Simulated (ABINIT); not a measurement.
# TlGa3 (Pm-3m): phonons by linear response

How does TlGa3 (Pm-3m) vibrate, and is this structure a minimum?

Program: ABINIT 10.8.3. Level of theory: DFT LDA, scalar-relativistic, plane waves, HGH norm-conserving pseudopotentials. Results are calculated unless marked as measured.

The structure was built from a prototype and need not be the compound's stable phase.

## 1. Starting point

The structure is cubic, space group Pm-3m (No. 221). Conventional cell: a = 4.354 Å, b = 4.354 Å, c = 4.354 Å, α = 90.00°, β = 90.00°, γ = 90.00°. Nearest to Tl lie 12 Ga at 3.08 Å. Nearest to Ga lie 4 Tl at 3.08 Å and 8 Ga at 3.08 Å. Farther neighbours are not listed.

Structure file:

```cif
data_structure
_symmetry_space_group_name_H-M 'P 1'
_symmetry_Int_Tables_number 1
_cell_length_a 4.3543
_cell_length_b 4.3543
_cell_length_c 4.3543
_cell_angle_alpha 90.000
_cell_angle_beta 90.000
_cell_angle_gamma 90.000
_cell_volume 82.56
loop_
_atom_site_label
_atom_site_type_symbol
_atom_site_fract_x
_atom_site_fract_y
_atom_site_fract_z
_atom_site_occupancy
Tl1 Tl 0.00000 0.00000 0.00000 1
Ga2 Ga 0.00000 0.50000 0.50000 1
Ga3 Ga 0.50000 0.00000 0.50000 1
Ga4 Ga 0.50000 0.50000 0.00000 1
```

## 2. A first look

A first run with smearing and empty bands tells whether the crystal has a gap, which decides between fixed occupations and smearing later on.

Contents of probe.abi:

```
# ground state
tolvrs 1.0d-08
prtden 1
prtwf 1

# basis, mesh and filling
ecut 20.0
ixc 7
ngkpt 4 4 4
nshiftk 1
shiftk 0.0 0.0 0.0
istwfk *1
occopt 7
tsmear 0.005
nband 12
nstep 100
diemac 9.0
prtebands 0
prtgsr 0
useylm 1

# cell and atoms
acell 3*1.0 Angstrom
rprim 
    4.35434893 0.0 0.0
    0.0 4.35434893 0.0
    0.0 0.0 4.35434893
ntypat 2
znucl 81 31
natom 4
typat 1 2 2 2
xred 
    0.0 0.0 0.0
    0.0 0.5 0.5
    0.5 0.0 0.5
    0.5 0.5 0.0
pp_dirpath "./pseudo"
pseudos "Tl.hgh, Ga.hgh"
```

Launch:

```
$ OMP_NUM_THREADS=1 mpirun -n 4 abinit probe.abi > probe.log
```

Numbers of over 12 decimals in the logs are rounded to 6 here.

probe.abo, the main output file:

```text
[banners, grids, parts of the stress and lines that vanish by symmetry left out]
- input  file    -> probe.abi
- output file    -> probe.abo
- root for input  files -> probei
[...]
Symmetries : space group Pm -3 m (#221); Bravais cP (primitive cubic)
[...]
mpw =        2409          nfft =       46656          nkpt =          10
[...]
== DATASET  1 ==================================================================
[...]
cutoff_energies: {ecut:  20.0, pawecutdg:  -1.0, }
[...]
Exchange-correlation functional for the present dataset will be:
  LDA: Perdew-Wang 92 LSD fit to Ceperley-Alder data - ixc=7
[...]
ETOT  1  -8.858918    -8.859E+00 6.795E-03 2.853E+02
 ETOT  2  -8.921077    -6.216E-02 2.469E-04 7.343E-01
 ETOT  3  -8.921179    -1.018E-04 1.724E-04 1.746E-02
 ETOT  4  -8.921180    -1.407E-06 6.205E-05 3.767E-04
 ETOT  5  -8.921180    -5.901E-08 1.052E-04 9.468E-07
 ETOT  6  -8.921180    -1.864E-10 2.613E-05 6.081E-09
 At SCF step    6       vres2   =  6.08E-09 < tolvrs=  1.00E-08 =>converged.
[...]
sigma(1 1)=  1.76363278E-04  sigma(3 2)=  0.00000000E+00
  sigma(2 2)=  1.76363278E-04  sigma(3 1)=  0.00000000E+00
  sigma(3 3)=  1.76363278E-04  sigma(2 1)=  0.00000000E+00
[...]
convergence: {deltae: -1.864E-10, res2:  6.081E-09, residm:  2.613E-05, diffor: null, }
etotal    :  -8.92118049E+00
[...]
sigma(1 1)=  1.76363278E-04  sigma(3 2)=  0.00000000E+00
  sigma(2 2)=  1.76363278E-04  sigma(3 1)=  0.00000000E+00
  sigma(3 3)=  1.76363278E-04  sigma(2 1)=  0.00000000E+00
[...]
- sigma(1 1)=  5.18878679E+00  sigma(3 2)=  0.00000000E+00
- sigma(2 2)=  5.18878679E+00  sigma(3 1)=  0.00000000E+00
- sigma(3 3)=  5.18878679E+00  sigma(2 1)=  0.00000000E+00
[...]
fcart     -0.0000000000E+00 -0.0000000000E+00 -0.0000000000E+00
           strten      1.7636327846E-04  1.7636327846E-04  1.7636327846E-04
================================================================================

[key lines of the parts left out:]
pressure_GPa:  -5.1888E+00
```

Wall time 2.5 s (4 MPI ranks of Arm Neoverse V1, shared host); 9.6 s of CPU time.

Read from the output:

| Quantity | Value |
| --- | --- |
| volume per atom | 20.64 Å³ |
| pressure | -5.189 GPa |
| gap on the k-mesh | 0 eV |

No gap opens on this mesh, so smearing is kept; the printed pressure holds the stress of the finite basis too.

## 3. Rough relaxation

The typed start is rough, so a first relaxation with smearing and loose thresholds takes it towards rest cheaply.

Contents of prerelax.abi:

```
# relaxation
ionmov 2
optcell 2
dilatmx 1.15
chkdilatmx 0
ntime 40
tolmxf 3.0d-04
tolvrs 1.0d-10
prtwf 0
prtden 0
chksymtnons 0

# basis, mesh and filling
ecut 21.0
ecutsm 3.0
ixc 7
ngkpt 4 4 4
nshiftk 1
shiftk 0.0 0.0 0.0
istwfk *1
occopt 7
tsmear 0.005
nband 12
nstep 100
diemac 1000000.0
prtebands 0
prtgsr 0
useylm 1

# cell and atoms
acell 3*1.0 Angstrom
rprim 
    4.35434893 0.0 0.0
    0.0 4.35434893 0.0
    0.0 0.0 4.35434893
ntypat 2
znucl 81 31
natom 4
typat 1 2 2 2
xred 
    0.0 0.0 0.0
    0.0 0.5 0.5
    0.5 0.0 0.5
    0.5 0.5 0.0
pp_dirpath "./pseudo"
pseudos "Tl.hgh, Ga.hgh"
```

Launch:

```
$ OMP_NUM_THREADS=1 mpirun -n 4 abinit prerelax.abi > prerelax.log
```

prerelax.abo, the main output file:

```text
[banners, grids, parts of the stress and lines that vanish by symmetry left out]
- input  file    -> prerelax.abi
- output file    -> prerelax.abo
- root for input  files -> prerelaxi
[...]
Symmetries : space group Pm -3 m (#221); Bravais cP (primitive cubic)
[...]
mpw =        3948          nfft =       64000          nkpt =          10
[...]
== DATASET  1 ==================================================================
[...]
cutoff_energies: {ecut:  21.0, pawecutdg:  -1.0, }
[...]
Exchange-correlation functional for the present dataset will be:
  LDA: Perdew-Wang 92 LSD fit to Ceperley-Alder data - ixc=7
[...]
ETOT  1  -8.860108    -8.860E+00 1.500E-02 3.848E+02
 ETOT  2  -8.920613    -6.050E-02 4.800E-04 4.857E+00
 ETOT  3  -8.921174    -5.608E-04 9.813E-05 5.904E-02
 ETOT  4  -8.921180    -6.187E-06 1.418E-04 3.039E-04
 ETOT  5  -8.921180    -4.686E-08 2.787E-05 2.960E-06
[...]
ETOT  5  -8.927049    -3.997E-13 7.113E-08 1.261E-11
 At SCF step    5       vres2   =  1.26E-11 < tolvrs=  1.00E-10 =>converged.
[...]
sigma(1 1)=  3.75680630E-07  sigma(3 2)=  0.00000000E+00
  sigma(2 2)=  3.75680630E-07  sigma(3 1)=  0.00000000E+00
  sigma(3 3)=  3.75680630E-07  sigma(2 1)=  0.00000000E+00
[...]
convergence: {deltae: -3.997E-13, res2:  1.261E-11, residm:  7.113E-08, diffor: null, }
etotal    :  -8.92704852E+00
[...]
At Broyd/MD step   5, gradients are converged :
[...]
sigma(1 1)=  3.75680630E-07  sigma(3 2)=  0.00000000E+00
  sigma(2 2)=  3.75680630E-07  sigma(3 1)=  0.00000000E+00
  sigma(3 3)=  3.75680630E-07  sigma(2 1)=  0.00000000E+00
[...]
- sigma(1 1)=  1.10529057E-02  sigma(3 2)=  0.00000000E+00
- sigma(2 2)=  1.10529057E-02  sigma(3 1)=  0.00000000E+00
- sigma(3 3)=  1.10529057E-02  sigma(2 1)=  0.00000000E+00
[...]
fcart     -0.0000000000E+00 -0.0000000000E+00 -0.0000000000E+00
           strten      3.7568062966E-07  3.7568062966E-07  3.7568062966E-07
================================================================================

[key lines of the parts left out:]
pressure_GPa:  -1.1053E-02
Total energy (etotal) [Ha]= -8.92704851688603E+00
```

The job ended after 14 s (4 MPI ranks; 55 s of CPU time).

The steps of the relaxation:

```
step  energy less that of the first step (eV)  largest force (eV/Å)  volume (Å³)
   1                                   0.0000                0.0000        82.56
   2                                  -0.0401                0.0000        81.26
   3                                  -0.1470                0.0000        71.74
   4                                  -0.1593                0.0000        74.24
   5                                  -0.1597                0.0000        73.89
```

| conventional cell, symmetrised | before | after | change |
| --- | --- | --- | --- |
| a (Å) | 4.354 | 4.196 | -3.6 % |
| b (Å) | 4.354 | 4.196 | -3.6 % |
| c (Å) | 4.354 | 4.196 | -3.6 % |
| volume (Å³/atom) | 20.64 | 18.47 | -10.5 % |

This step gave:

```yaml
volume_per_atom: 18.47 Å³
pressure: -0.01105 GPa
```

The volume changes by -10.5 % in this run and stands -10.5 % from the first cell.

## 4. Relaxation

The harmonic expansion needs vanishing forces, and a free crystal bears no stress, so cell and atoms are brought to rest. Stress is more sensitive to the basis than forces are: the last 3 Ha under the cutoff are smoothed with ecutsm, and the cutoff is raised above that of the later runs.

Contents of relax.abi:

```
# relaxation
ionmov 2
optcell 2
dilatmx 1.08
ntime 40
tolmxf 1.0d-05
tolvrs 1.0d-14
prtwf 0
prtden 0
chksymtnons 0

# basis, mesh and filling
ecut 26.0
ecutsm 3.0
ixc 7
ngkpt 6 6 6
nshiftk 1
shiftk 0.0 0.0 0.0
istwfk *1
occopt 7
tsmear 0.01
nband 12
nstep 100
diemac 1000000.0
prtebands 0
prtgsr 0
useylm 1

# cell and atoms
acell 3*1.0 Angstrom
rprim 
    4.196170185 0.0 0.0
    0.0 4.196170185 0.0
    0.0 0.0 4.196170185
ntypat 2
znucl 81 31
natom 4
typat 1 2 2 2
xred 
    0.0 0.0 0.0
    0.0 0.5 0.5
    0.5 0.0 0.5
    0.5 0.5 0.0
pp_dirpath "./pseudo"
pseudos "Tl.hgh, Ga.hgh"
```

Launch:

```
$ OMP_NUM_THREADS=1 mpirun -n 4 abinit relax.abi > relax.log
```

relax.abo, the main output file:

```text
[banners, grids, parts of the stress and lines that vanish by symmetry left out]
- input  file    -> relax.abi
- output file    -> relax.abo
- root for input  files -> relaxi
[...]
Symmetries : space group Pm -3 m (#221); Bravais cP (primitive cubic)
[...]
mpw =        4012          nfft =       64000          nkpt =          20
[...]
== DATASET  1 ==================================================================
[...]
cutoff_energies: {ecut:  26.0, pawecutdg:  -1.0, }
[...]
Exchange-correlation functional for the present dataset will be:
  LDA: Perdew-Wang 92 LSD fit to Ceperley-Alder data - ixc=7
[...]
ETOT  1  -8.873574    -8.874E+00 8.084E-03 3.508E+02
 ETOT  2  -8.926462    -5.289E-02 5.013E-04 5.377E+00
 ETOT  3  -8.927074    -6.120E-04 1.425E-04 2.222E-02
 ETOT  4  -8.927076    -1.989E-06 1.411E-04 1.948E-04
 ETOT  5  -8.927076    -2.307E-08 2.217E-05 1.329E-06
[...]
At SCF step    9       vres2   =  1.72E-15 < tolvrs=  1.00E-14 =>converged.
[...]
sigma(1 1)=  9.63477958E-06  sigma(3 2)=  0.00000000E+00
  sigma(2 2)=  9.63477958E-06  sigma(3 1)=  0.00000000E+00
  sigma(3 3)=  9.63477958E-06  sigma(2 1)=  0.00000000E+00
[...]
convergence: {deltae: -7.816E-14, res2:  1.725E-15, residm:  3.757E-06, diffor: null, }
etotal    :  -8.92707558E+00
[...]
ETOT  1  -8.927079    -8.927E+00 2.423E-06 1.421E-04
[...]
At SCF step    6       vres2   =  1.85E-15 < tolvrs=  1.00E-14 =>converged.
[...]
sigma(1 1)=  7.96214234E-06  sigma(3 2)=  0.00000000E+00
  sigma(2 2)=  7.96214234E-06  sigma(3 1)=  0.00000000E+00
  sigma(3 3)=  7.96214234E-06  sigma(2 1)=  0.00000000E+00
[...]
convergence: {deltae:  3.908E-14, res2:  1.854E-15, residm:  2.834E-06, diffor: null, }
etotal    :  -8.92707938E+00
[...]
ETOT  1  -8.927087    -8.927E+00 5.816E-06 3.187E-03
[...]
ETOT  6  -8.927087    -1.492E-13 4.584E-06 4.045E-14
 ETOT  7  -8.927087     1.776E-15 4.191E-06 1.600E-16
 At SCF step    7       vres2   =  1.60E-16 < tolvrs=  1.00E-14 =>converged.
[...]
sigma(1 1)= -6.59711339E-08  sigma(3 2)=  0.00000000E+00
  sigma(2 2)= -6.59711339E-08  sigma(3 1)=  0.00000000E+00
  sigma(3 3)= -6.59711339E-08  sigma(2 1)=  0.00000000E+00
[...]
convergence: {deltae:  1.776E-15, res2:  1.600E-16, residm:  4.191E-06, diffor: null, }
etotal    :  -8.92708749E+00
[...]
At Broyd/MD step   3, gradients are converged :
[...]
sigma(1 1)= -6.59711339E-08  sigma(3 2)=  0.00000000E+00
  sigma(2 2)= -6.59711339E-08  sigma(3 1)=  0.00000000E+00
  sigma(3 3)= -6.59711339E-08  sigma(2 1)=  0.00000000E+00
[...]
- sigma(1 1)= -1.94093777E-03  sigma(3 2)=  0.00000000E+00
- sigma(2 2)= -1.94093777E-03  sigma(3 1)=  0.00000000E+00
- sigma(3 3)= -1.94093777E-03  sigma(2 1)=  0.00000000E+00
[...]
fcart     -0.0000000000E+00 -0.0000000000E+00 -0.0000000000E+00
           strten     -6.5971133873E-08 -6.5971133873E-08 -6.5971133872E-08
================================================================================

[key lines of the parts left out:]
pressure_GPa:   1.9409E-03
Total energy (etotal) [Ha]= -8.92708748703176E+00
```

It took 16 s on 4 MPI ranks.

The steps of the relaxation:

```
step  energy less that of the first step (eV)  largest force (eV/Å)  volume (Å³)
   1                                   0.0000                0.0000        73.89
   2                                  -0.0001                0.0000        73.82
   3                                  -0.0003                0.0000        73.52
```

```
conventional cell, symmetrised  before  after  change
                         a (Å)   4.196  4.189  -0.2 %
                         b (Å)   4.196  4.189  -0.2 %
                         c (Å)   4.196  4.189  -0.2 %
              volume (Å³/atom)   18.47  18.38  -0.5 %
```

Final coordinates:

```cif
data_structure
_symmetry_space_group_name_H-M 'P 1'
_symmetry_Int_Tables_number 1
_cell_length_a 4.1892
_cell_length_b 4.1892
_cell_length_c 4.1892
_cell_angle_alpha 90.000
_cell_angle_beta 90.000
_cell_angle_gamma 90.000
_cell_volume 73.52
loop_
_atom_site_label
_atom_site_type_symbol
_atom_site_fract_x
_atom_site_fract_y
_atom_site_fract_z
_atom_site_occupancy
Tl1 Tl 0.00000 0.00000 0.00000 1
Ga2 Ga 0.00000 0.50000 0.50000 1
Ga3 Ga 0.50000 0.00000 0.50000 1
Ga4 Ga 0.50000 0.50000 0.00000 1
```

Numbers from this step:

| Item | Value |
| --- | --- |
| volume per atom | 18.38 Å³ |
| pressure | 0.001941 GPa |

The volume changes by -0.5 % in this run and stands -11.0 % from the first cell.

## 5. Self-consistent run for the response

The response is built on these wavefunctions, so the potential is converged far more tightly than an energy would need. Smearing stays on, as the first look found no gap above 0.3 eV.

Contents of gs.abi:

```
# ground state
tolvrs 1.0d-16
prtden 1
prtwf 1

# basis, mesh and filling
ecut 20.0
ixc 7
ngkpt 6 6 6
nshiftk 1
shiftk 0.0 0.0 0.0
istwfk *1
occopt 7
tsmear 0.01
nband 12
nstep 100
diemac 1000000.0
prtebands 0
prtgsr 0
useylm 1

# cell and atoms
acell 3*1.0 Angstrom
rprim 
    4.189212456 0.0 0.0
    0.0 4.189212456 0.0
    0.0 0.0 4.189212456
ntypat 2
znucl 81 31
natom 4
typat 1 2 2 2
xred 
    0.0 0.0 0.0
    0.0 0.5 0.5
    0.5 0.0 0.5
    0.5 0.5 0.0
pp_dirpath "./pseudo"
pseudos "Tl.hgh, Ga.hgh"
```

Launch:

```
$ OMP_NUM_THREADS=1 mpirun -n 4 abinit gs.abi > gs.log
```

gs.abo, the main output file:

```text
[banners, grids, parts of the stress and lines that vanish by symmetry left out]
- input  file    -> gs.abi
- output file    -> gs.abo
- root for input  files -> gsi
[...]
Symmetries : space group Pm -3 m (#221); Bravais cP (primitive cubic)
[...]
mpw =        2176          nfft =       32768          nkpt =          20
[...]
== DATASET  1 ==================================================================
[...]
cutoff_energies: {ecut:  20.0, pawecutdg:  -1.0, }
[...]
Exchange-correlation functional for the present dataset will be:
  LDA: Perdew-Wang 92 LSD fit to Ceperley-Alder data - ixc=7
[...]
ETOT  1  -8.876879    -8.877E+00 6.096E-03 1.778E+02
 ETOT  2  -8.926448    -4.957E-02 2.277E-03 2.847E+00
 ETOT  3  -8.927083    -6.350E-04 2.274E-04 1.126E-02
 ETOT  4  -8.927085    -2.175E-06 7.539E-05 8.631E-05
 ETOT  5  -8.927085    -1.999E-08 7.549E-05 5.748E-07
[...]
ETOT  9  -8.927085     5.507E-14 1.805E-05 1.021E-15
 ETOT 10  -8.927085    -1.155E-13 5.223E-06 8.206E-18
 At SCF step   10       vres2   =  8.21E-18 < tolvrs=  1.00E-16 =>converged.
[...]
sigma(1 1)= -3.78120481E-08  sigma(3 2)=  0.00000000E+00
  sigma(2 2)= -3.78120481E-08  sigma(3 1)=  0.00000000E+00
  sigma(3 3)= -3.78120481E-08  sigma(2 1)=  0.00000000E+00
[...]
convergence: {deltae: -1.155E-13, res2:  8.206E-18, residm:  5.223E-06, diffor: null, }
etotal    :  -8.92708514E+00
[...]
sigma(1 1)= -3.78120481E-08  sigma(3 2)=  0.00000000E+00
  sigma(2 2)= -3.78120481E-08  sigma(3 1)=  0.00000000E+00
  sigma(3 3)= -3.78120481E-08  sigma(2 1)=  0.00000000E+00
[...]
- sigma(1 1)= -1.11246886E-03  sigma(3 2)=  0.00000000E+00
- sigma(2 2)= -1.11246886E-03  sigma(3 1)=  0.00000000E+00
- sigma(3 3)= -1.11246886E-03  sigma(2 1)=  0.00000000E+00
[...]
fcart     -0.0000000000E+00 -0.0000000000E+00 -0.0000000000E+00
           strten     -3.7812048077E-08 -3.7812048077E-08 -3.7812048077E-08
================================================================================

[key lines of the parts left out:]
pressure_GPa:   1.1125E-03
```

It took 3.4 s on 4 MPI ranks; 13 s of CPU time.

Numbers from this step:

- pressure: 0.001112 GPa

The cell stands at 0.0011 GPa, close enough for phonons.

(Part 1 of 4 ends here.)

[Host names and launcher messages were left out of these logs when they were recorded.]

[Logs are printed without paths, hosts, clocks, repeated set-up lines and the standing remarks that a program may print on its own settings, such as how far it seeks lower states.]

[Hosts, paths, dates, database ids (printed as entryN), source tags and the programs' standing remarks are cut or masked in the printed files.]
